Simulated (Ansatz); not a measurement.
# (KCl)2(NaI)1 [001] superlattice, started as rocksalt type: following an unstable mode, part 3 of 3

Which phase does (KCl)2(NaI)1 [001] superlattice, started as rocksalt type fall into along its unstable mode, and how much energy does it gain?

Ansatz 0.2.0; DFT PBE, scalar-relativistic, plane waves, PAW.

So far. Step 5 (Energy along the mode, all amplitudes (two of the runs …): The lowest of the steps tried is at 0.22 Å, 0.647 meV/atom below the parent; the bottom of the well need not coincide with a step. Step 7 (The new phase in its own primitive cell): The largest force component left is 0.73 meV/Å and the pressure is 0.002 GPa, within the tolerances set. The cell now holds 34.69 Å³/atom.

The structure was built from a prototype and need not be the compound's stable phase.

### 8. Modes of the new phase, k-mesh 6×6×6

A relaxed structure may still be a saddle point, so its zone-centre modes are computed. The response to a homogeneous field gives the Born charges and the dielectric tensor, and its change with displacement the Raman tensors.

The input, input.yaml:

```yaml
crystal:
  lattice:
    - [-2.2454331222, 2.2454331222, 10.320707415]
    - [2.2454331222, -2.2454331222, 10.320707415]
    - [2.2454331222, 2.2454331222, -10.320707415]
  atoms:
    - { symbol: Cl, position: [0.512918819, 0.512918819, 0.0] }
    - { symbol: Cl, position: [0.1729927083, 0.1729927083, 0.0] }
    - { symbol: I, position: [0.8332924047, 0.8332924047, 0.0] }
    - { symbol: K, position: [0.0068642577, 0.0068642577, 0.0] }
    - { symbol: K, position: [0.6615532747, 0.6615532747, 0.0] }
    - { symbol: Na, position: [0.3083411382, 0.3083411382, 0.0] }
kpoints:
  mp_grid: { grid: [6, 6, 6] }
hamiltonian:
  xc: pbe
scf:
  occupations: { method: fixed }
output:
  eigenvalues: true
phonons:
  method: dfpt
  dielectric: true
  rigid_motions: translations
  raman: true
```

The run is started by

```
$ ansatz run input.yaml --threads 8 --pin off --max-ram 14336MiB --backend cpu --events-out ev --progress --plain --runs-dir out
```

Numbers of over 12 decimals in the logs are rounded to 6 here.

Log:

```text
[...]
Crystal: 6 atoms, lattice volume = 208.147 Å³
Basis set: ecut = 420 eV, 4051 PW (Γ), exchange–correlation on 150×150×150 points (8 copies of the dense FFT grid, shifted against one another)
Bands: 35, of which v1, the nominal top of the filled ones, is band 29 counted from 1 (28 counted from 0)
Symmetry: 8 space group operations
k-points: 68 of 216 (irreducible under 2 space group operations, time reversal used)
[...]
SCF iter   1: F=—  HF=-14244.243791 eV  |F-HF|=—  |Δ(HF+E_count)|=         —  Δρ=5.51e-4  dr2=4.39e-3  ethr=1.77e-3  ⟨swp⟩=6.0  Hψ=8709  notcnv=0  defer=247
[...]
SCF iter   9: F=-14244.239182 eV  HF=-14244.239182 eV  |F-HF|=7.28e-12  |Δ(HF+E_count)|=  1.56e-10  Δρ=8.26e-8  dr2=2.34e-11  ethr=1.00e-12  ⟨swp⟩=18.0  Hψ=18680  notcnv=0
SCF 1 converged in 9 iterations: F = -14244.239182 eV  dr2 = 2.34e-11
[...]
NSCF: frozen V_eff on 3 k-points
[...]
Bands: 30, of which v1, the nominal top of the filled ones, is band 29 counted from 1 (28 counted from 0)
k-points: 180 of 640 (irreducible under 2 space group operations, time reversal used)
[...]
Eigensolver: Dense (180 Hₖ)
SCF iter   1: F=—  HF=-14244.197569 eV  |F-HF|=—  |Δ(HF+E_count)|=         —  Δρ=1.92e-4  dr2=1.53e-5  ethr=1.00e-1
[...]
SCF iter   7: F=-14244.197590 eV  HF=-14244.197590 eV  |F-HF|=0.00e0  |Δ(HF+E_count)|=  1.82e-12  Δρ=3.45e-8  dr2=4.96e-12  ethr=1.00e-12
SCF 1 converged in 7 iterations: F = -14244.197590 eV  dr2 = 4.96e-12
[...]
SCF converged after 9 iterations
Free energy (F): -14244.239182 eV
[...]
Internal energy: -14244.239182 eV  (E = F + TS)
E sigma→0 (E₀):  -14244.239182 eV
Fermi energy:    1.467626 eV
[...]
--- Band table (eV; the first three rows and the last of 68) ---
  k-point 0: bands = [... 25 lower, 0.8176, 1.0467, 1.3567, 1.3567, 5.4408, 6.9461, 7.5090, 7.8658, ... 2 higher]
  k-point 1: bands = [... 25 lower, 0.7057, 0.9574, 1.0337, 1.0506, 6.3453, 7.7205, 8.1372, 8.1410, ... 2 higher]
  k-point 2: bands = [... 25 lower, 0.5065, 0.6626, 0.7024, 1.0534, 7.1228, 7.6191, 7.9058, 8.2586, ... 2 higher]
  k-point 67: bands = [... 25 lower, 0.8222, 0.8222, 1.3519, 1.3519, 5.8623, 6.4936, 7.3720, 7.8070, ... 2 higher]
[...]
k mesh reduced under 2 symmetry operations, with k and −k counted as one. Each operation leaves every solved perturbation unchanged. A smaller set is not considered because the run solves the response to a homogeneous field
  ASR residual: 1.311e-3 → 0.000e0 eV/Å²; symmetrization residual: 6.672e-6 eV/Å²
  ASR residual per site (eV/Å²): 6.44e-5 6.83e-4 6.40e-6 2.03e-4 3.90e-5 1.31e-3
[...]
ε∞ (high-frequency dielectric tensor):
        2.562943     0.000000    -0.000000
        0.000000     2.562943    -0.000000
       -0.000000    -0.000000     2.451227
  ε⁰ (static dielectric tensor: ions relaxed, cell fixed):
        5.956585    -0.000000     0.000000
       -0.000000     5.956585     0.000000
        0.000000     0.000000     5.890762
  ε⁰ − ε∞ (ionic part):
        3.393642    -0.000000     0.000000
       -0.000000     3.393642     0.000000
        0.000000     0.000000     3.439535
[...]
Born effective charges Z* (e; rows j = field, columns β = displacement):
    site 0:
        -1.17751    0.00000    0.00000
         0.00000   -1.17751    0.00000
         0.00000    0.00000   -1.16747
    site 1:
        -1.14562    0.00000    0.00000
         0.00000   -1.14562   -0.00000
         0.00000    0.00000   -1.18077
    site 2:
        -1.17458    0.00000    0.00000
         0.00000   -1.17458   -0.00000
         0.00000   -0.00000   -0.86103
    site 3:
         1.14179    0.00000   -0.00000
        -0.00000    1.14179   -0.00000
        -0.00000   -0.00000    1.19211
    site 4:
         1.10849   -0.00000   -0.00000
         0.00000    1.10849   -0.00000
        -0.00000   -0.00000    1.16198
    site 5:
         1.24742    0.00000   -0.00000
        -0.00000    1.24742   -0.00000
        -0.00000   -0.00000    0.85518
  Z* charge neutrality: 7.514e-3 e pre-enforcement
[...]
optical modes at Γ without the LO–TO term, one row a degenerate level:
      ω (cm⁻¹)  modes    IR ((D/Å)²/amu)  static Raman (Å⁴/amu)  depolarisation
         32.26      2             0.0093                 0.0120           0.750
         49.91      2             0.0327                 0.0143           0.750
         75.92      1             0.1543                 0.4779           0.119
         86.66      1             0.0248                 0.2008           0.076
         98.23      1             1.9910                 0.8210           0.013
        120.12      2             3.3704                 0.0003           0.750
        127.79      2             5.2896                 0.1468           0.750
        131.08      2             1.4244                 0.0116           0.750
        145.39      1             1.9141                 0.1035           0.000
        157.07      1             0.2141                 0.2147           0.297
  optical modes at Γ + LO–TO along q̂ = [1.0000, 0.0000, 0.0000]:
      ω (cm⁻¹)  modes    IR ((D/Å)²/amu)  static Raman (Å⁴/amu)  depolarisation
         32.26      1             0.0046                 0.0060           0.750
         32.38      1             0.0008                 0.0067           0.750
         49.91      1             0.0163                 0.0071           0.750
         50.17      1             0.0026                 0.0058           0.750
         75.92      1             0.1543                 0.4779           0.119
         86.66      1             0.0248                 0.2008           0.076
         98.23      1             1.9910                 0.8210           0.013
        120.12      1             1.6852                 0.0001           0.750
        122.72      1             0.0104                 0.0152           0.750
        127.79      1             2.6448                 0.0734           0.750
        130.45      1             0.0020                 0.0334           0.750
        131.08      1             0.7122                 0.0058           0.750
        145.39      1             1.9141                 0.1035           0.000
        157.07      1             0.2141                 0.2147           0.297
        189.94      1             5.0474                 0.0085           0.750
  optical modes at Γ + LO–TO along q̂ = [0.0000, 1.0000, 0.0000]:
      ω (cm⁻¹)  modes    IR ((D/Å)²/amu)  static Raman (Å⁴/amu)  depolarisation
         32.26      1             0.0046                 0.0060           0.750
         32.38      1             0.0008                 0.0067           0.750
         49.91      1             0.0163                 0.0071           0.750
         50.17      1             0.0026                 0.0058           0.750
         75.92      1             0.1543                 0.4779           0.119
         86.66      1             0.0248                 0.2008           0.076
         98.23      1             1.9910                 0.8210           0.013
        120.12      1             1.6852                 0.0001           0.750
        122.72      1             0.0104                 0.0152           0.750
        127.79      1             2.6448                 0.0734           0.750
        130.45      1             0.0020                 0.0334           0.750
        131.08      1             0.7122                 0.0058           0.750
        145.39      1             1.9141                 0.1035           0.000
        157.07      1             0.2141                 0.2147           0.297
        189.94      1             5.0474                 0.0085           0.750
  optical modes at Γ + LO–TO along q̂ = [0.0000, 0.0000, 1.0000]:
      ω (cm⁻¹)  modes    IR ((D/Å)²/amu)  static Raman (Å⁴/amu)  depolarisation
         32.26      2             0.0093                 0.0120           0.750
         49.91      2             0.0327                 0.0143           0.750
         77.00      1             0.0100                 0.6646           0.089
         86.77      1             0.0009                 0.2972           0.064
        117.01      1             0.3551                 0.2334           0.009
        120.12      2             3.3704                 0.0003           0.750
        127.79      2             5.2896                 0.1468           0.750
        131.08      2             1.4244                 0.0116           0.750
        155.75      1             0.0389                 0.1071           0.582
        187.85      1             3.8935                 0.4584           0.046
```

Wall time 19 min (8 threads of Intel Xeon Platinum 8488C (Sapphire Rapids), shared host); peak memory 5.5 GiB; 2.2 h of CPU time.

Numbers from this step:

```
sum-rule residual before enforcement                    : 0.001311 eV/Å²
miss of the charge sum rule                             : 0.007514 e
estimated error of the dielectric tensor                : 0.007251
estimated error of the Born charges                     : 0.01956 e
point group                                             : 4mm
highest optical mode at the zone centre (no LO-TO term) : 157.1 cm⁻¹
lowest optical zone-centre mode                         : 32.26 cm⁻¹
mean high-frequency dielectric constant                 : 2.526
largest Born charge (third of the trace)                : -1.174 e
mean static dielectric constant                         : 5.935
top of the zone-centre spectrum with the field          : 189.9 cm⁻¹
```

Without the LO-TO term. Patterns of degenerate modes are one choice out of their space. The modes at Γ (shares of kinetic energy by element, %):

```
mode  frequency (cm⁻¹)  symmetry  Cl %  I %  K %  Na %
   1               0.0  acoustic    24   42   26     8
   2               0.0  acoustic    24   42   26     8
   3               0.0  acoustic    24   42   26     8
   4              32.3         E    25   39   31     5
   5              32.3         E    25   39   31     5
   6              49.9         E    41    6   53     0
   7              49.9         E    41    6   53     0
   8              75.9        A1    26   32   37     5
   9              86.7        A1    39   25    7    28
  10              98.2        A1    30    0   54    17
  11             120.1         E     0   12    0    87
  12             120.1         E     0   12    0    87
  13             127.8         E    53    0   47     0
  14             127.8         E    53    0   47     0
  15             131.1         E    57    0   43     0
  16             131.1         E    57    0   43     0
  17             145.4        A1    30    0   70     0
  18             157.1        A1    51    0    6    42
```

Displacements in mode 4 (32.3 cm⁻¹), the largest set to 1:
```
Cl1 -0.97 -0.05  0.00
Cl2 -0.28 -0.01  0.00
I3   0.66  0.03  0.00
K4  -1.00 -0.05  0.00
K5  -0.33 -0.02  0.00
Na6  0.53  0.03  0.00
```

Displacements in mode 8 (75.9 cm⁻¹), the largest set to 1:
```
Cl1  0.00  0.00 -0.95
Cl2  0.00  0.00  0.20
I3   0.00  0.00  0.57
K4   0.00  0.00 -1.00
K5   0.00  0.00 -0.49
Na6  0.00  0.00  0.53
```

Optical modes at the zone centre, without and with the macroscopic field of the longitudinal modes; each column is sorted by frequency, so a row need not hold one and the same mode. Modes with and without the field, by row:

```
rank among optical modes  no field (cm⁻¹)  q along (1, 0, 0) (cm⁻¹)  q along (0, 0, 1) (cm⁻¹)
                       1             32.3                      32.3                      32.3
                       2             32.3                      32.4                      32.3
                       3             49.9                      49.9                      49.9
                       4             49.9                      50.2                      49.9
                       5             75.9                      75.9                        77
                       6             86.7                      86.7                      86.8
                       7             98.2                      98.2                       117
                       8            120.1                     120.1                     120.1
                       9            120.1                     122.7                     120.1
                      10            127.8                     127.8                     127.8
                      11            127.8                     130.4                     127.8
                      12            131.1                     131.1                     131.1
                      13            131.1                     145.4                     131.1
                      14            145.4                     157.1                     155.8
                      15            157.1                     189.9                     187.8
```

Born charge (rows field, columns displacement) (e), principal values of the symmetric part by kind of site:

```
atom  atoms with these values    low  middle   high   mean
 Cl1                        1  -1.18   -1.18  -1.17  -1.17
 Cl2                        1  -1.18   -1.15  -1.15  -1.16
  I3                        1  -1.17   -1.17  -0.86  -1.07
  K4                        1   1.14    1.14   1.19   1.16
  K5                        1   1.11    1.11   1.16   1.13
 Na6                        1   0.86    1.25   1.25   1.12
```

In full for Na6:

```
1.25 0.00 0.00
0.00 1.25 0.00
0.00 0.00 0.86
```

High-frequency dielectric tensor:

```
2.56 0.00 0.00
0.00 2.56 0.00
0.00 0.00 2.45
```

Static dielectric tensor (ions relaxed, fixed cell):

```
5.96 0.00 0.00
0.00 5.96 0.00
0.00 0.00 5.89
```

Transverse modes. Lines of the infrared spectrum (strongest = 100):

```
position (cm⁻¹)  label  relative intensity
             32      E                 0.2
             50      E                 0.6
             76     A1                 2.9
             87     A1                 0.5
             98     A1                  38
            120      E                  64
            128      E                 100
            131      E                  27
            145     A1                  36
            157     A1                 4.0
```

Activity x (w_L - w)^4 (n + 1)/w, 532 nm, 300 K; modes without the macroscopic field alone. Raman lines, with heights relative to the strongest:

```
position (cm⁻¹)  label  relative intensity
             32      E                  12
             50      E                 6.1
             76     A1                  93
             87     A1                  31
             98     A1                 100
            120      E                 0.0
            128      E                  11
            131      E                 0.8
            145     A1                 6.3
            157     A1                  11
```

Before it was imposed, the acoustic sum rule was missed by 0.0013 eV/Å² and the charge sum rule by 0.0075 e. Small misses are needed for a sound result but don't prove that mesh and cutoff are converged. The lowest optical mode is real, 32.3 cm⁻¹.

### 9. The phases reached

The phases reached along the modes that were followed are set side by side.

Energies are those of the first relaxation, on the mesh of the frozen mode; space group, volume and gap are those of the last relaxation. Phases, by row:

```
         mode frozen in  space group  energy from parent (meV/atom)  volume (Å³/atom)  gap on mesh (eV)  lowest zone-centre optical mode (cm⁻¹)  largest shift (Å)
                 parent       I4/mmm                              0             33.59             4.056                                       –                  –
q = (0, 0, 0), 50i cm⁻¹         I4mm                          -3.16             34.69             3.973                                    32.3                0.5
```

### 10. Summary of results

| Property | Result |
| --- | --- |
| unstable mode of the parent | q = (0, 0, 0), 50i cm⁻¹ |
| depth at the lowest point sampled | 0.647 meV/atom |
| largest atomic shift at that point | 0.22 Å |
| space group reached (within 0.01 Å) | I4mm |
| energy gained over the parent (first relaxation, on the mesh of the frozen mode) | 3.16 meV/atom |
| volume per atom, phase reached | 34.7 Å³ |
| gap on the k-mesh, phase reached | 3.97 eV |
| lowest optical zone-centre mode, phase reached | 32.3 cm⁻¹ |
| highest optical mode at the zone centre (no LO-TO term), phase reached | 157 cm⁻¹ |

What this shows: Along this mode the structure falls into I4mm, 3.16 meV/atom below the parent. At the parent's cell the well is 0.647 meV/atom deep on the steps tried, with its lowest point at a shift of 0.22 Å. Relaxing atoms and cell changes the gain by +2.51 meV/atom against the lowest step (energies at zero smearing). Most of the total comes from this relaxation. The new phase has no imaginary mode at the zone centre of its cell; other wavevectors were not checked. How so shallow a well moves with the k mesh was not tested. Each path keeps the symmetry of its pattern, so a lower phase may lie along a pattern not tried. With the field response the log warns that the k mesh is coarse for the force constants too, so the frequencies may not be converged. Spin-orbit coupling is left out, which can matter for the heavy elements here. The starting cell was built on a prototype and not taken from a measurement, so the phase need not exist.

[Logs are printed without paths, hosts, clocks, repeated set-up lines and the standing remarks that a program may print on its own settings, such as how far it seeks lower states.]

[Hosts, paths, dates, database ids (printed as entryN), source tags and the programs' standing remarks are cut or masked in the printed files.]
